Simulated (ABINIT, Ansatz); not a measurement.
# Ba2TaBiO6 (R-3): one start, several treatments of the self-energy, part 2 of 2

Aim: compare treatments of exchange, screening and correlation for the gap of Ba2TaBiO6 (R-3).

ABINIT 10.8.3; LDA and many-body steps on it, plane waves. Known limits of the many-body steps: not at the basis limit; no spin-orbit coupling; coarse k mesh.

So far. Step 4 (G0W0, Godby-Needs plasmon pole): The gap on the mesh goes from 2.55 eV to 3.37 eV, a correction of +0.82 eV. Step 5 (G0W0, von der Linden-Horsch plasmon pole): Against G0W0 in ABINIT (2×2×2 mesh, 188 bands, screening to 141.5 eV, Godby-Needs plasmon pole), the gap moves by −0.009 eV.

## 6. G0W0, Hybertsen-Louie plasmon pole

Level of this step: G0W0 on LDA, plane waves, norm-conserving pseudopotentials (ABINIT).

run.abi

```
acell 3*1.0 Angstrom
rprim 
  3.075626834241 1.775713980676 4.956223105800
  -3.075626834241 1.775713980676 4.956223105800
  0.000000000000 -3.551427961352 4.956223105800
ntypat 4
znucl 56 73 83 8
natom 10
typat 1 1 2 3 4 4 4 4 4 4
xred 
  0.748816000000 0.748816000000 0.748816000000
  0.251184000000 0.251184000000 0.251184000000
  0.500000000000 0.500000000000 0.500000000000
  0.000000000000 0.000000000000 0.000000000000
  0.725510000000 0.218856000000 0.322035000000
  0.218856000000 0.322035000000 0.725510000000
  0.322035000000 0.725510000000 0.218856000000
  0.274490000000 0.781144000000 0.677965000000
  0.677965000000 0.274490000000 0.781144000000
  0.781144000000 0.677965000000 0.274490000000
pp_dirpath "pseudos"
pseudos "Ba.upf, Ta.upf, Bi.upf, O.upf"
ecut 62
ngkpt 2 2 2
nshiftk 1
shiftk 0 0 0
kptopt 1
chksymbreak 0
istwfk *1
occopt 1
irdwfk 1
optdriver 4
nband 188
gwcalctyp 0
ecutsigx 62
symsigma 1
nkptgw 3
kptgw 
  0.5000000000 0.5000000000 0.5000000000
  0.5000000000 0.0000000000 0.0000000000
  0.0000000000 0.0000000000 0.0000000000
bdgw 
  52 56
  52 55
  51 55
ecuteps 5.2
irdscr 1
ppmodel 2
indata_prefix "in"
outdata_prefix "out"
tmpdata_prefix "tmp"
```

Command:

```sh
$ OMP_NUM_THREADS=1 mpirun -n 4 abinit run.abi > log
```

Numbers of over 12 decimals in the logs are rounded to 6 here.

What it wrote:

```text
.Version 10.8.3 of ABINIT. v10.8.2 released Aug 2026.

 Symmetries : space group R-3 (#148); Bravais hR (rhombohedral)
[... echo of the input left out ...]
== DATASET  1 ==================================================================
-   mpi_nproc: 4, omp_nthreads: 1 (-1 if OMP is not activated)

--- !DatasetInfo
iteration_state: {dtset: 1, }
dimensions: {natom: 10, nkpt: 4, mband: 188, nsppol: 1, nspinor: 1, nspden: 1, mpw: 25587, }
cutoff_energies: {ecut:  62.0, pawecutdg:  -1.0, }
[...]
Band     E0 <VxcDFT>   SigX SigC(E0)      Z dSigC/dE  Sig(E)    E-E0       E
[...]
54   9.655 -13.384  -8.865  -3.148   0.880  -0.136 -12.178   1.206  10.861
       55   9.838 -16.696 -11.919  -3.035   0.874  -0.144 -15.173   1.523  11.361

== END DATASET(S) ==============================================================
================================================================================

 -outvars: echo values of variables after computation  --------
           etotal      0.0000000000E+00
            nband         188
             nkpt           4
          spgroup         148
 [... the other variables as echoed above ...]

 Calculation completed.
```

The job ended after 77 s (4 MPI ranks of Arm Neoverse V1, shared host; peak memory 3.7 GiB).

This step gave:

```yaml
g0w0_gap_on_the_points_computed: 3.767 eV
starting_gap_on_the_mesh: 2.549 eV
k_of_the_valence_top: 0.5, 0.5, 0.5
k_of_the_conduction_bottom: 0.5, 0, 0
least_direct_g0w0_gap_on_the_computed_points: 3.802 eV
```

Against G0W0 in ABINIT (2×2×2 mesh, 188 bands, screening to 141.5 eV, Godby-Needs plasmon pole), the gap moves by +0.402 eV.

## 7. One-shot Hartree-Fock

This step: one-shot Hartree-Fock on LDA, plane waves, norm-conserving pseudopotentials.

run.abi: that of step 6 with these lines changed.

```diff
@@ -32,4 +32,4 @@
 optdriver 4
-nband 188
-gwcalctyp 0
+nband 57
+gwcalctyp 5
 ecutsigx 62
@@ -45,5 +45,4 @@
   51 55
-ecuteps 5.2
-irdscr 1
-ppmodel 2
+ixc_sigma 40
+fftgw 31
 indata_prefix "in"
```

What it wrote:

```text
.Version 10.8.3 of ABINIT. v10.8.2 released Aug 2026.

 Symmetries : space group R-3 (#148); Bravais hR (rhombohedral)
[... echo of the input left out ...]
== DATASET  1 ==================================================================
-   mpi_nproc: 4, omp_nthreads: 1 (-1 if OMP is not activated)

--- !DatasetInfo
iteration_state: {dtset: 1, }
dimensions: {natom: 10, nkpt: 4, mband: 57, nsppol: 1, nspinor: 1, nspden: 1, mpw: 25587, }
cutoff_energies: {ecut:  62.0, pawecutdg:  -1.0, }
[...]
Band     E0 <VxcDFT>   SigX SigC(E0)      Z dSigC/dE  Sig(E)    E-E0       E
[...]
54   9.655 -13.384  -8.865   0.000   1.000   0.000  -8.865   4.518  14.173
       55   9.838 -16.696 -11.919   0.000   1.000   0.000 -11.919   4.777  14.614

== END DATASET(S) ==============================================================
================================================================================

 -outvars: echo values of variables after computation  --------
           etotal      0.0000000000E+00
            nband          57
             nkpt           4
          spgroup         148
 [... the other variables as echoed above ...]

 Calculation completed.
```

Elapsed: 16 s, on 4 MPI ranks; peak memory 3.2 GiB.

This step gave:

```
quasiparticle gap on the points computed              : 10.16 eV
starting gap on the mesh                              : 2.549 eV
k of the valence top                                  : 0.5, 0.5, 0.5
k of the conduction bottom                            : 0.5, 0, 0
least direct quasiparticle gap on the computed points : 10.18 eV
```

Against G0W0 in ABINIT (2×2×2 mesh, 188 bands, screening to 141.5 eV, Godby-Needs plasmon pole), the gap moves by +6.793 eV.

## 8. Side by side

Times are wall times on 4 MPI ranks of Arm Neoverse V1, shared host, good to a factor of about two. A run's time includes the screening step that it read.

```csv
run,mesh,bands,screening cutoff (eV),DFT gap (eV),gap on the mesh (eV),direct (eV),ε∞ used,time
"G0W0, Godby-Needs plasmon pole",2×2×2,188,141.5,2.549,3.365,3.398,6.59,7.6 min
"G0W0, von der Linden-Horsch plasmon pole",2×2×2,188,141.5,2.549,3.356,3.391,6.59,7 min
"G0W0, Hybertsen-Louie plasmon pole",2×2×2,188,141.5,2.549,3.767,3.802,6.59,7.5 min
one-shot Hartree-Fock,2×2×2,-,-,2.549,10.158,10.183,-,16 s
```

## 9. Outcome

| Item | Value |
| --- | --- |
| G0W0, Godby-Needs plasmon pole | 3.365 eV |
| G0W0, von der Linden-Horsch plasmon pole | 3.356 eV |
| G0W0, Hybertsen-Louie plasmon pole | 3.767 eV |
| one-shot Hartree-Fock | 10.158 eV |
| known limits | not at the basis limit; no spin-orbit coupling; coarse k mesh |

In words: G0W0, von der Linden-Horsch plasmon pole: −0.009 eV against G0W0, Godby-Needs plasmon pole. G0W0, Hybertsen-Louie plasmon pole: +0.402 eV against G0W0, Godby-Needs plasmon pole. One-shot Hartree-Fock: +6.793 eV against G0W0, Godby-Needs plasmon pole. Bare exchange alone opens the gap to 10.16 eV; against G0W0, correlation takes back 6.79 eV. Bands and cutoff are finite, so the gap is not at the basis limit. The miss can reach some tenths of an eV and take either sign; the mesh is an error of its own. In the G0W0 runs levels were corrected at 3 k points alone, so a gap called «on the mesh» is the least over those, and an edge elsewhere would be missed. The 2×2×2 mesh is coarse for this cell, which bears on the long-range parts of exchange and screening. Where an edge is built on 6p states of lead, bismuth or thallium, scalar-relativistic gaps usually stand too wide, by a few tenths to over one eV. The many-body steps are scalar-relativistic: spin-orbit coupling is not in them.

[Paths, hosts, dates, memory and timing lines, banners, echoed tables and standing remarks are left out of the program output.]

[Logs are printed without paths, hosts, clocks, repeated set-up lines and the standing remarks that a program may print on its own settings, such as how far it seeks lower states.]

[Runs of the session that timed out or met a known fault of the program may be left out.]

[Hosts, paths, dates, database ids (printed as entryN), source tags and the programs' standing remarks are cut or masked in the printed files.]

[G0W0 gaps are taken among the corrected bands and points alone; a level outside them can change the order at an edge.]

[Where Ansatz stands beside ABINIT at settings called matched, ABINIT's density can come from a denser mesh and the files from another edition; pairs whose starting gaps differed by over 0.03 eV were left out, so agreement reads better than it is.]
